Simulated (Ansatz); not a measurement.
# BaZn6Si, from a guessed structure to a relaxed one, part 2 of 2

This structure for BaZn6Si is made up. Its elements were placed in a known structure type with a cell scaled to their sizes. What cell does the guess relax to, and how far off was it?

Ansatz 0.2.0; DFT, PBE, plane-wave PAW, files of the set soft_1, scalar-relativistic, no spin, cell and ions relaxed at zero pressure; PAW set soft_1 (the session's first sound run).

So far: Set-up; Relaxing cell and atoms. The relaxed cell has a, b, c = 4.367, 5.193, 15.549 Å (conventional setting).

### Step 3. Bands of the relaxed cell

With the geometry fixed, one more self-consistent run, with a narrower smearing and the mesh shown in its input, gives the bands, and its pressure, and its forces where symmetry allows any, show how far the geometry depends on these settings.

This step: DFT, PBE, plane-wave PAW, files of the set soft_1, scalar-relativistic, no spin, bands and density of states at the relaxed cell; PAW set soft_1 (Ansatz 0.2.0).

input.yaml

```yaml
crystal:
  lattice:
    - [4.3673354381, 0.0, 0.0]
    - [0.0, 2.5967040631, 7.7747482156]
    - [0.0, -2.5967040631, 7.7747482156]
  atoms:
    - { symbol: Ba, position: [0.5, 0.2053825513, 0.2053825513] }
    - { symbol: Zn, position: [0.0, 0.8770789914, 0.8770789914] }
    - { symbol: Zn, position: [0.0, 0.3793799933, 0.3793799933] }
    - { symbol: Zn, position: [0.0, 0.2912165551, 0.8113297518] }
    - { symbol: Zn, position: [0.0, 0.8113297518, 0.2912165551] }
    - { symbol: Zn, position: [0.5, 0.1709484228, 0.6798261708] }
    - { symbol: Zn, position: [0.5, 0.6798261708, 0.1709484228] }
    - { symbol: Si, position: [0.5, 0.5670375635, 0.5670375635] }
kpoints:
  mp_grid: { grid: [8, 6, 6] }
  band_path:
    path:
      - [[0.0, 0.0, 0.0], [0.0, 0.27788767, -0.27788767], [0.0, 0.0, -0.5], [-0.5, 0.0, -0.5], [-0.5, 0.27788767, -0.27788767], [-0.5, 0.0, 0.0], [0.0, 0.0, 0.0], [0.0, -0.5, -0.5], [0.0, -0.27788767, -0.72211233], [-0.5, -0.27788767, -0.72211233], [-0.5, -0.5, -0.5], [0.0, -0.5, -0.5]]
      - [[-0.5, 0.0, 0.0], [-0.5, -0.5, -0.5]]
    npoints: 6
scf:
  occupations: { method: fermi_dirac, width: 0.03 }
  n_extra_bands: 12
hamiltonian:
  xc: pbe
  pseudopotentials: { kind: paw, azcp: { folder: soft_1 } }
output:
  forces: true
  stress: true
  write_bands: true
  dos: { projected: true }
  write_density: true
  write_potential: true
  elf: true
  volumetric_format: npy
```

The run is started by

```
$ ansatz run input.yaml --threads 4 --pin off --max-ram 10240MiB --backend cpu --events-out ev --progress --plain --runs-dir out
```

Numbers of over 12 decimals in the logs are rounded to 6 here.

Output:

```text
[...]
Crystal: 8 atoms, lattice volume = 176.342 Å³
Basis set: ecut = 420 eV, 3451 PW (Γ), exchange–correlation on 60×120×120 points (8 copies of the dense FFT grid, shifted against one another)
Bands: 55, of which v1, the nominal top of the filled ones, is band 43 counted from 1 (42 counted from 0)
Symmetry: 4 space group operations
[...]
k-points: 65 of 288 (time reversal used)
[...]
SCF iter   1: F=—  HF=-26505.196761 eV  |F-HF|=—  |Δ(HF+E_count)|=         —  Δρ=8.16e-2  dr2=3.09e1  ethr=3.10e-3  ⟨swp⟩=10.7  Hψ=20480  notcnv=0  defer=52
[...]
SCF iter  12: F=-26500.166668 eV  HF=-26500.166668 eV  |F-HF|=7.25e-8  |Δ(HF+E_count)|=   2.75e-7  Δρ=8.56e-6  dr2=8.87e-8  ethr=1.16e-10  ⟨swp⟩=20.8  Hψ=32934  notcnv=0
SCF 1 converged in 12 iterations: F = -26500.166668 eV  dr2 = 8.87e-8
[...]
NSCF: frozen V_eff on 74 k-points
SCF converged after 12 iterations
Free energy (F): -26500.166668 eV
[...]
Internal energy: -26500.157418 eV  (E = F + TS)
E sigma→0 (E₀):  -26500.162043 eV
Entropy (-TS):   -0.009250 eV (-1.156 meV/atom)
Fermi energy:    8.152829 eV
[...]
--- Forces (eV/Å), atoms counted from 1 ---
  atom   1  Ba     0.00000000     0.00000000    -0.03705440
  atom   2  Zn     0.00000000     0.00000000    -0.00035704
  atom   3  Zn     0.00000000     0.00000000    -0.03649800
  atom   4  Zn     0.00000000    -0.05381752     0.01233647
  atom   5  Zn     0.00000000     0.05381752     0.01233647
  atom   6  Zn    -0.00000000    -0.06987603    -0.02950533
  atom   7  Zn     0.00000000     0.06987603    -0.02950533
  atom   8  Si     0.00000000     0.00000000     0.10823662
  max |Σ_I F_I| component: 1.06e-5 eV/Å
--- Stress (GPa, compression-positive) ---
        0.058407       0.000000       0.000000
        0.000000      -0.395073       0.000000
        0.000000       0.000000       0.146405
  P = ⅓ Tr σ = -0.0634 GPa (-0.634 kbar)
--- Band table (eV; the first three rows and the last of 65) ---
  k-point 0: bands = [... 39 lower, 6.0704, 6.5654, 7.0020, 8.2067, 8.2522, 9.0619, 9.9127, 10.0839, ... 8 higher]
  k-point 1: bands = [... 39 lower, 6.2273, 6.4231, 7.7919, 8.4287, 8.4504, 9.0593, 9.6702, 10.1638, ... 8 higher]
  k-point 2: bands = [... 39 lower, 6.6152, 7.4353, 7.9055, 8.6336, 8.7967, 9.4715, 9.6780, 9.9346, ... 8 higher]
  k-point 64: bands = [... 39 lower, 6.4109, 6.5950, 6.8372, 7.1979, 7.3087, 8.8462, 9.0935, 9.3129, ... 8 higher]
```

Run time: 17 s. Hardware: 4 threads of Intel Xeon 6975P-C (Granite Rapids), shared host; peak memory 1 GiB.

In the SCF lines HF is the Harris–Foulkes energy and dr2 the Hartree energy of the density residual, in eV; the loop may stop once dr2 is under the threshold and the program's other checks hold. Hψ counts applications of the Hamiltonian.

This step gave:

```yaml
free_energy: -26500.1667 eV
energy_at_zero_smearing: -26500.1620 eV
smearing_term_ts: 0.009250 eV
fermi_energy: 8.153 eV
pressure: -0.06342 GPa
```

bands.tsv at the labelled points (eV, zero at the Fermi level; the bands that come nearest the Fermi level along the path):

```tsv
point	band 40	band 41	band 42	band 43	band 44	band 45	band 46	band 47
Γ	-2.08	-1.59	-1.15	0.05	0.10	0.91	1.76	1.93
X	-1.31	-0.60	-0.30	0.44	0.54	1.05	1.69	2.29
S	-1.27	-0.69	-0.26	0.55	0.61	1.20	1.43	2.34
R	-3.80	-2.91	-2.05	-0.26	-0.22	1.16	2.12	2.26
A	-3.76	-2.88	-2.09	-0.16	0.12	0.48	2.34	2.74
Z	-1.87	-1.65	-1.52	-0.77	-0.71	0.15	1.27	1.69
Γ	-2.08	-1.59	-1.15	0.05	0.10	0.91	1.76	1.93
Y	-2.18	-1.55	-1.20	-0.37	0.35	0.46	0.68	2.76
X1	-1.31	-0.60	-0.30	0.44	0.54	1.05	1.69	2.29
A1	-3.76	-2.88	-2.09	-0.16	0.12	0.48	2.34	2.74
T	-1.74	-1.56	-1.32	-0.95	-0.84	0.69	0.94	1.16
Y	-2.18	-1.55	-1.20	-0.37	0.35	0.46	0.68	2.76
Z	-1.87	-1.65	-1.52	-0.77	-0.71	0.15	1.27	1.69
T	-1.74	-1.56	-1.32	-0.95	-0.84	0.69	0.94	1.16
```

States per cell as run, both spins, in windows of 1 eV, from dos.tsv (zero at the Fermi level):

```
from  to  total
  -8  -7  46.80
  -7  -6  10.92
  -6  -5   1.50
  -5  -4   1.72
  -4  -3   2.36
  -3  -2   2.81
  -2  -1   2.80
  -1   0   3.00
   0   1   2.92
   1   2   3.49
   2   3   4.74
   3   4   4.87
```

Below -8 eV lie 14.1 more states.

Force by atom:

```
atom  x (eV/Å)  y (eV/Å)  z (eV/Å)   size
 Ba1     0.000     0.000    -0.037  0.037
 Zn2     0.000     0.000     0.000  0.000
 Zn3     0.000     0.000    -0.036  0.036
 Zn4     0.000    -0.054     0.012  0.055
 Zn5     0.000     0.054     0.012  0.055
 Zn6     0.000    -0.070    -0.030  0.076
 Zn7     0.000     0.070    -0.030  0.076
 Si8     0.000     0.000     0.108  0.108
```

ELF in the bc plane of the cell as run, not the conventional one, at fractional x = 0.500, with atoms of Ba and Zn and Si within 0.2 Å of it. It is the smooth field of the valence electrons, not physical close to the nuclei.

Values, 12 rows by 16 columns, each cell a mean:
```
0.24 0.15 0.12 0.13 0.15 0.28 0.44 0.45 0.20 0.04 0.09 0.22 0.27 0.28 0.31 0.33
0.20 0.18 0.20 0.29 0.43 0.46 0.35 0.21 0.11 0.04 0.03 0.07 0.18 0.31 0.38 0.27
0.15 0.05 0.09 0.20 0.46 0.70 0.76 0.74 0.60 0.36 0.15 0.05 0.05 0.13 0.27 0.27
0.22 0.09 0.00 0.04 0.20 0.56 0.72 0.65 0.75 0.82 0.67 0.32 0.07 0.04 0.10 0.22
0.17 0.22 0.12 0.02 0.05 0.24 0.59 0.55 0.47 0.66 0.82 0.74 0.30 0.05 0.03 0.06
0.12 0.11 0.21 0.20 0.14 0.17 0.29 0.59 0.52 0.47 0.57 0.81 0.65 0.17 0.10 0.18
0.70 0.51 0.19 0.17 0.27 0.27 0.28 0.36 0.51 0.61 0.57 0.69 0.79 0.43 0.17 0.54
0.85 0.85 0.78 0.46 0.16 0.29 0.37 0.25 0.20 0.30 0.53 0.70 0.75 0.63 0.22 0.44
0.66 0.72 0.26 0.55 0.65 0.22 0.23 0.26 0.16 0.06 0.11 0.29 0.49 0.53 0.31 0.15
0.17 0.68 0.52 0.07 0.39 0.73 0.27 0.17 0.22 0.10 0.01 0.04 0.16 0.27 0.24 0.10
0.04 0.11 0.57 0.69 0.41 0.74 0.78 0.24 0.14 0.22 0.12 0.02 0.04 0.16 0.19 0.11
0.09 0.04 0.06 0.31 0.67 0.82 0.86 0.62 0.13 0.12 0.23 0.19 0.12 0.16 0.22 0.21
```
Columns run along b (8.2 Å), rows up along c (8.2 Å). Atoms in or near the plane, at fractional coordinates: Ba at (0.21, 0.21), Zn at (0.17, 0.68), Zn at (0.68, 0.17), Si at (0.57, 0.57).

Valence density in the bc plane of the cell as run, not the conventional one, at fractional x = 0.500, with atoms of Ba and Zn and Si within 0.2 Å of it. It is the smooth field of the valence electrons, not physical close to the nuclei.

Values in e/Å³, 12 rows by 16 columns, each cell a mean:
```
 0  0  0  0  0  0  0  0  0  0  0  0  0  0  0  0
 0  0  0  0  0  0  0  0  0  0  0  0  0  0  0  0
 1  4  4  0  0  0  0  0  0  0  0  0  0  0  0  0
 0  3 23 14  1  0  0  0  0  0  0  0  0  0  0  0
 0  0  3 12  4  1  0  0  0  0  0  0  0  0  0  0
 0  0  0  0  1  1  0  0  0  0  0  0  0  0  0  0
 0  0  0  0  0  0  0  0  0  0  0  0  0  0  0  0
 1  1  1  0  0  0  0  0  0  0  0  0  0  0  0  0
 1  1  1  1  1  0  0  0  1  3  3  0  0  0  0  0
 0  1  1  1  1  1  0  0  0  3 21 14  1  0  0  0
 0  0  0  1  1  1  1  0  0  0  3 15  6  1  0  0
 0  0  0  0  1  1  1  0  0  0  0  1  1  1  0  0
```
Columns run along b (8.2 Å), rows up along c (8.2 Å). Atoms in or near the plane, at fractional coordinates: Ba at (0.21, 0.21), Zn at (0.17, 0.68), Zn at (0.68, 0.17), Si at (0.57, 0.57).

Electrostatic potential energy in the bc plane of the cell as run, not the conventional one, at fractional x = 0.500, with atoms of Ba and Zn and Si within 0.2 Å of it. With pseudopotentials it is smooth inside the atoms' cores, unlike the true potential.

Values in eV, 12 rows by 16 columns, each cell a mean:
```
  9  11  11  10   8   4   1   3   6   9  10  11   9   6   6   7
 -5  -1   8  11  10   9   8   8   8   9  10  11  11  11   9   5
-16 -40 -29  -1   9   6   3   4   8  10  10  11  11  11  11   8
  3 -30 -57 -46  -9   5  -6 -22 -13   3  10  11  11  11  11  11
 10   5 -23 -50 -42  -5   2 -21 -16 -16  -5   9  10  10  10  10
  7   9   8  -2 -17 -11   5   2 -16 -11 -22  -6   8   9   7   6
 -2   1   6   9   8   6   7   7   5  -9 -22 -19   2   8   6   1
-17 -29 -18  -1   8  10   9   6  -2  -1   3   1   4   8   8   1
 -8 -38 -53 -40 -11   6   9   7 -12 -37 -27  -1   8  10  10   7
  6 -10 -44 -57 -49 -16   4   9   4 -29 -56 -46 -10   9  11  10
 11   7  -5 -31 -49 -39 -11   5   9   5 -23 -51 -44  -7   9  11
 11  11   9   3 -10 -21 -14   0   7  10   8  -4 -21 -16   5  10
```
Columns run along b (8.2 Å; values clipped at the 3rd and 97th percentile), rows up along c (8.2 Å). Atoms in or near the plane, at fractional coordinates: Ba at (0.21, 0.21), Zn at (0.17, 0.68), Zn at (0.68, 0.17), Si at (0.57, 0.57).

### Step 4. Summary of results

```
space group, relaxed : Amm2
conventional cell    : a = 4.367, b = 5.193, c = 15.549 Å; α = 90.0°, β = 90.0°, γ = 90.0°
volume per atom      : 22.04 Å³ (guess 19.53)
```

**Reading.** BaZn6Si relaxes to Amm2 with a = 4.367, b = 5.193 and c = 15.549 Å. The guessed volume was 11 % too small. The space group Amm2 was held in the relaxation, so the end point is a stationary structure within it and may be a saddle against distortions or other arrangements. Bands cross the Fermi level, so it is a metal or semimetal at this level. On the 8×6×6 mesh with the narrower smearing (relaxed on 6×5×5) the largest force component is 0.108 eV/Å and the largest stress component is 0.395 GPa, against the relaxation's thresholds of 0.015 eV/Å and 0.05 GPa. The cutoff wasn't tested. A vector of the cell changed its length by 29 %, so the starting arrangement is largely lost and the mesh was laid for another shape. Spin-orbit coupling is left out, which can matter for elements this heavy. No dispersion term is used, so weakly bound directions may come out too long. Nothing here tests whether the compound is stable against decomposition.

[Logs are printed without paths, hosts, clocks, repeated set-up lines and the standing remarks that a program may print on its own settings, such as how far it seeks lower states.]

[Hosts, paths, dates, database ids (printed as entryN), source tags and the programs' standing remarks are cut or masked in the printed files.]
